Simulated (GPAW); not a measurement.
# Core-hole calculation of the S K edge in LiHS (Ama2), part 2 of 2

What does one-electron theory with a core hole give for the S K edge of LiHS (Ama2)?

GPAW 26.7.0; X-ray absorption from dipole matrix elements to empty bands, plane-wave PAW LDA.

So far. Step 5 (Spectrum with FCH, S atom 1): The hole costs E(hole) − E(ground) = 2472.05 eV, and the lowest empty level of the hole cell on the spectrum's mesh lies at 2.43 eV, which puts the zero at 2474.48 eV. One term is added: -16.82 eV, since the hole is spin-paired here and a spin-polarised one costs that much less in the free atom (computed apart). The photon energy is then 2457.66 eV.

### 7. Spectrum with HCH, S atom 1

The holes are 5.5 Å apart. The data set carries half a charge, which charge=0 leaves uncompensated but for the background. Half a hole is Slater's transition state, a compromise that weakens the attraction. After the field has converged, empty bands are computed with the density fixed and the dipole matrix elements are summed.

Changed against the first core-hole run: core hole from full to half.

Contents of xas.py:

```python
import numpy as np
from ase import Atoms
from ase.parallel import parprint, paropen
from gpaw import GPAW, PW, FermiDirac, Mixer, MixerDif, setup_paths
from gpaw.test import gen
setup_paths.insert(0, '.')
gen('S', name='hch1s', xcname='LDA', corehole=(1, 0, 0.5), write_xml=True)
from gpaw.mpi import world
world.barrier()

atoms = Atoms('S4Li4H4',
    cell=[[0, 0, 5.51478],
     [0, -5.61841, 0],
     [6.15687, 0, 0]],
    scaled_positions=[[0.73705, 0.26171, 0.25],
     [0.23705, 0.76171, 0.25],
     [0.73705, 0.73829, 0.75],
     [0.23705, 0.23829, 0.75],
     [0.50166, 0, 0],
     [0.00166, 0.5, 0],
     [0.50166, 0, 0.5],
     [0.00166, 0.5, 0.5],
     [0.55829, 0.5748, 0.75],
     [0.05829, 0.0748, 0.75],
     [0.55829, 0.4252, 0.25],
     [0.05829, 0.9252, 0.25]],
    pbc=True)
atoms.calc = calc = GPAW(legacy_gpaw=True, mode=PW(500, force_complex_dtype=True), xc='LDA', setups={0: 'hch1s'},
    kpts={'size': (3, 3, 2), 'gamma': True}, occupations=FermiDirac(0.02),
    charge=0, mixer=Mixer(0.1, 5, 50), maxiter=150,
    convergence={'density': 0.0001, 'eigenstates': 1e-6}, txt='scf.txt')
energy = atoms.get_potential_energy() + calc.get_reference_energy()
ef = calc.get_fermi_level()
out = dict(energy=energy, fermi=ef, forces=atoms.get_forces().tolist())
parprint(f'all-electron energy {energy:.4f} eV, Fermi level {ef:.4f} eV')
ev = np.array([[calc.get_eigenvalues(k, s) for k in range(len(calc.get_ibz_k_points()))] for s in range(calc.get_number_of_spins())])
out['homo'], out['lumo'], out['counts'] = ev[ev < ef].max(), ev[ev > ef].min(), sorted(set((ev < ef).sum((0, 2)).tolist()))
out['filled'] = (ev[:, 0] < ef).sum(1).tolist()

from ase.units import Ha
from gpaw.xas import dipole_matrix_elements
nb = int(calc.get_number_of_electrons() / 2) + 116
top, nb = nb, nb + 8 + nb // 12
nscf = calc.fixed_density(kpts={'size': (3, 3, 3), 'gamma': True}, nbands=nb,
    convergence={'bands': top, 'eigenstates': 1e-5}, maxiter=60, txt='nscf.txt')
cell = atoms.cell.array
ops = [cell.T @ U.T @ np.linalg.inv(cell.T) for U in nscf.wfs.kd.symmetry.op_scc]
filled = [16]  # bands filled in the ground state, by spin
E = np.arange(-6, 34, 0.1)
fwhm = np.interp(E, [4, 25], [0.9, 3.5])
Y, X, zero, highest = 0, 0, 1e9, 1e9
for spin in range(nscf.get_number_of_spins()):
    wfs = nscf.wfs
    A = dipole_matrix_elements(wfs.setups[0])
    eps = np.zeros((wfs.kd.nibzkpts, nb))
    d = np.zeros((3, A.shape[1], wfs.kd.nibzkpts, nb), complex)
    for kpt in wfs.kpt_u:
        if kpt.s == spin and 0 in kpt.P_ani:
            eps[kpt.k] = kpt.eps_n * Ha
            d[:, :, kpt.k] = (kpt.weight * wfs.nspins / 2) ** 0.5 * np.inner(A, kpt.P_ani[0])
    world.sum(eps)
    world.sum(d)
    T = np.einsum('amkn,bmkn->abkn', d, d.conj()).real
    T = sum(np.einsum('ai,ijkn,bj->abkn', R, T, R) for R in ops) / len(ops)
    empty = np.ones_like(eps, bool) & (np.arange(nb) >= filled[spin])
    zero, highest = min(zero, eps[empty].min()), min(highest, eps[:, top - 1].min())
    lines = [(eps, T, empty)] if spin == 0 else lines + [(eps, T, empty)]
for eps, T, empty in lines:
    f = np.einsum('aakn->akn', T).reshape(3, -1)
    x = eps.ravel() - zero
    w = np.interp(x, E, fwhm) / 2.35482
    g = np.exp(-0.5 * ((E[:, None] - x) / w) ** 2) / (w * (2 * np.pi) ** 0.5)
    Y = Y + (f * empty.ravel()) @ g.T
    X = X + (f * ~empty.ravel()) @ g.T
out.update(E=E.round(2).tolist(), xas=Y.tolist(), xes=X.tolist(), zero=zero, valid=highest - zero, nk=len(eps), nb=nb)
for i in range(0, len(E), 10):
    parprint(f'{E[i]:7.2f}', *(f'{v:10.3e}' for v in Y[:, i]))
import json
with paropen('out.json', 'w') as f:
    json.dump(out, f)
```

Launch:

```console
$ OMP_NUM_THREADS=1 mpirun -n 2 gpaw python xas.py
```

Elapsed: 96 s, on 2 MPI ranks of Arm Neoverse V2, shared host; peak memory 0.39 GiB.

```
E (eV)  first run  this run
  -2.0       0.00      0.00
  -1.0       0.00      0.00
   0.0       0.45      0.20
   1.0       1.95      0.94
   2.0       0.41      0.88
   3.0       0.85      0.93
   4.0       1.58      1.98
   5.0       1.48      1.15
   6.0       1.89      2.07
   7.0       1.38      1.28
   8.0       0.74      0.83
   9.0       0.66      0.73
  10.0       0.63      0.68
  11.0       0.92      1.03
  12.0       1.18      1.23
  13.0       1.09      1.10
  14.0       0.89      0.91
  15.0       0.78      0.75
  16.0       0.72      0.70
  17.0       0.75      0.80
  18.0       0.78      0.80
  19.0       0.71      0.68
  20.0       0.65      0.63
  21.0       0.75      0.76
  22.0       0.91      0.92
  23.0       0.99      0.99
  24.0       0.98      0.98
  25.0       0.92      0.90
  26.0       0.86      0.83
  27.0       0.81      0.77
  28.0       0.78      0.76
  29.0       0.79      0.78
  30.0       0.81      0.81
  31.0       0.82      0.81
```

Against the first run the r.m.s. difference is 21 %. Another feature, at 6.2 eV (2.11), becomes the highest below 16 eV; the one at 1.1 eV (2.00) is now at 1.5 eV (1.24).

### 8. With and without the hole

Both curves are counted from their own zero, so only the shift of weight within the empty states shows.

| E (eV) | no hole | FCH |
| --- | --- | --- |
| -2.0 | 0.00 | 0.00 |
| -1.0 | 0.00 | 0.00 |
| 0.0 | 0.12 | 0.45 |
| 1.0 | 0.35 | 1.95 |
| 2.0 | 0.73 | 0.41 |
| 3.0 | 1.55 | 0.85 |
| 4.0 | 1.43 | 1.58 |
| 5.0 | 1.23 | 1.48 |
| 6.0 | 1.65 | 1.89 |
| 7.0 | 1.60 | 1.38 |
| 8.0 | 1.18 | 0.74 |
| 9.0 | 0.89 | 0.66 |
| 10.0 | 0.81 | 0.63 |
| 11.0 | 0.98 | 0.92 |
| 12.0 | 1.10 | 1.18 |
| 13.0 | 1.05 | 1.09 |
| 14.0 | 1.08 | 0.89 |
| 15.0 | 0.98 | 0.78 |
| 16.0 | 0.85 | 0.72 |
| 17.0 | 0.77 | 0.75 |
| 18.0 | 0.68 | 0.78 |
| 19.0 | 0.62 | 0.71 |
| 20.0 | 0.68 | 0.65 |
| 21.0 | 0.81 | 0.75 |
| 22.0 | 0.90 | 0.91 |
| 23.0 | 0.95 | 0.99 |
| 24.0 | 0.98 | 0.98 |
| 25.0 | 0.98 | 0.92 |
| 26.0 | 0.92 | 0.86 |
| 27.0 | 0.82 | 0.81 |
| 28.0 | 0.74 | 0.78 |
| 29.0 | 0.72 | 0.79 |
| 30.0 | 0.74 | 0.81 |
| 31.0 | 0.77 | 0.82 |
| 32.0 | 0.80 | 0.81 |

With each curve scaled to its own mean, the area from −2 to 6 eV with the hole is 7.5 against 6.2, and the centre of weight from −1 to 20 eV moves by -0.6 eV: the hole pulls the absorber's empty states down.

### 9. Results

```json
{
 "absorber and edge": "S K, atom 1 of the ground-state input (counted from 1)",
 "surroundings": "1 H at 1.35 Å, 2 Li at 2.49 Å and 2 Li at 2.51 Å (distorted square pyramidal, site symmetry m)",
 "highest intensity below 16 eV": "1.1 eV above the zero, height 2.00",
 "photon energy of the zero, with the added terms": "2457.7 eV (raw 2474.5 eV; LDA puts this hole about 9 eV below PBE, itself good to a few eV)"
}
```

The S K edge of atom 1, with 1 H at 1.35 Å, 2 Li at 2.49 Å and 2 Li at 2.51 Å (distorted square pyramidal, site symmetry m), has its highest intensity of the first 16 eV at 1.1 eV above the zero, near 2459 eV in photon energy (LDA puts this hole about 9 eV below PBE, itself good to a few eV), 2.0 times the mean level of the first 20 eV (Gaussian full width 0.9 eV up to 4 eV, rising linearly to 3.5 eV at 25 eV). With each curve scaled to its own mean, the area from −2 to 6 eV with the hole is 7.5 against 6.2, and the centre of weight from −1 to 20 eV moves by -0.6 eV: the hole pulls the absorber's empty states down. The neutral-cell energy lies +0.9 eV from the charged-cell zero, a gap made of the charged-cell error and of where the added electron settles. Changing the core hole from full to half alters the shape by 21 % r.m.s., a modest effect on the whole, though the highest intensity moves to 6.2 eV. At the S K edge of atom 1 polarisation matters most near 1.1 eV, where the curves differ by 3.2 on this scale. The holes are only 5.5 Å apart, so the shape is probably not converged with cell size; no larger cell was run here. The mesh is coarse (0.38 Å⁻¹ between points), so small maxima may be mesh ripples. The structure is a published determination, not relaxed.

[Logs are printed without paths, hosts, clocks, repeated set-up lines and the standing remarks that a program may print on its own settings, such as how far it seeks lower states.]

[Hosts, paths, dates, database ids (printed as entryN), source tags and the programs' standing remarks are cut or masked in the printed files.]

[Lists of maxima count a maximum above −3 eV only where it reaches 4 % of the highest in the window and stands out from its surroundings by 2 % of it (1.5 % where it reaches 55 %); shoulders and weaker maxima are passed over, and of the rest the first, up to two pre-edge ones and the few strongest are named.]
